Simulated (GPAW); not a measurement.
The C K edge of atom 1 in C (Diamond, Fd-3m), with 4 C at 1.54 Å (tetrahedral, site symmetry -43m), was computed in 2 ways: full core hole (charged cell) and no core hole. Program and functional: GPAW, LDA, Gaussian full width 0.9 eV up to 4 eV, rising linearly to 3.5 eV at 25 eV; cells of 2 and 32 atoms (the run without a hole in the smaller).

Each run is counted from its own lowest empty level or Fermi level and scaled to a mean of 1 over its first 20 eV.

| E (eV) | run 1 | run 2 |
| --- | --- | --- |
| -2.0 | 0.00 | 0.00 |
| -1.4 | 0.00 | 0.00 |
| -0.8 | 0.01 | 0.00 |
| -0.2 | 0.14 | 0.02 |
| 0.4 | 0.74 | 0.10 |
| 1.0 | 2.20 | 0.26 |
| 1.6 | 3.48 | 0.46 |
| 2.2 | 2.25 | 0.64 |
| 2.8 | 1.65 | 0.83 |
| 3.4 | 2.42 | 0.98 |
| 4.0 | 1.69 | 1.49 |
| 4.6 | 0.93 | 1.50 |
| 5.2 | 0.91 | 1.47 |
| 5.8 | 0.90 | 1.03 |
| 6.4 | 0.96 | 1.06 |
| 7.0 | 0.99 | 1.24 |
| 7.6 | 1.04 | 1.16 |
| 8.2 | 1.11 | 1.13 |
| 8.8 | 0.99 | 1.45 |
| 9.4 | 0.86 | 1.70 |
| 10.0 | 0.75 | 1.72 |
| 10.6 | 0.58 | 1.62 |
| 11.2 | 0.41 | 1.32 |
| 11.8 | 0.28 | 0.84 |
| 12.4 | 0.20 | 0.45 |
| 13.0 | 0.21 | 0.29 |
| 13.6 | 0.33 | 0.31 |
| 14.2 | 0.52 | 0.43 |
| 14.8 | 0.72 | 0.60 |
| 15.4 | 0.87 | 0.80 |
| 16.0 | 0.92 | 1.00 |
| 16.6 | 0.88 | 1.16 |
| 17.2 | 0.79 | 1.25 |
| 17.8 | 0.69 | 1.29 |
| 18.4 | 0.60 | 1.27 |
| 19.0 | 0.51 | 1.19 |
| 19.6 | 0.41 | 1.04 |
| 20.2 | 0.32 | 0.87 |

Question: Which run is which?

Run 1: full core hole (charged cell) (area from −2 to 6 eV 10.3, main maxima 1.6 eV (3.48), 3.4 eV (2.42), 8.1 eV (1.11) and 16.0 eV (0.92)). Run 2: no core hole (area from −2 to 6 eV 5.2, main maxima 4.2 eV (1.54), 4.9 eV (1.53), 9.7 eV (1.73) and 17.9 eV (1.29)). With each curve scaled to its own mean, the area from −2 to 6 eV with the hole is 10.3 against 5.2, and the centre of weight from −1 to 20 eV moves by -3.1 eV: the hole pulls the absorber's empty states down.

[Hosts, paths, dates, database ids (printed as entryN), source tags and the programs' standing remarks are cut or masked in the printed files.]

[Lists of maxima count a maximum above −3 eV only where it reaches 4 % of the highest in the window and stands out from its surroundings by 2 % of it (1.5 % where it reaches 55 %); shoulders and weaker maxima are passed over, and of the rest the first, up to two pre-edge ones and the few strongest are named.]
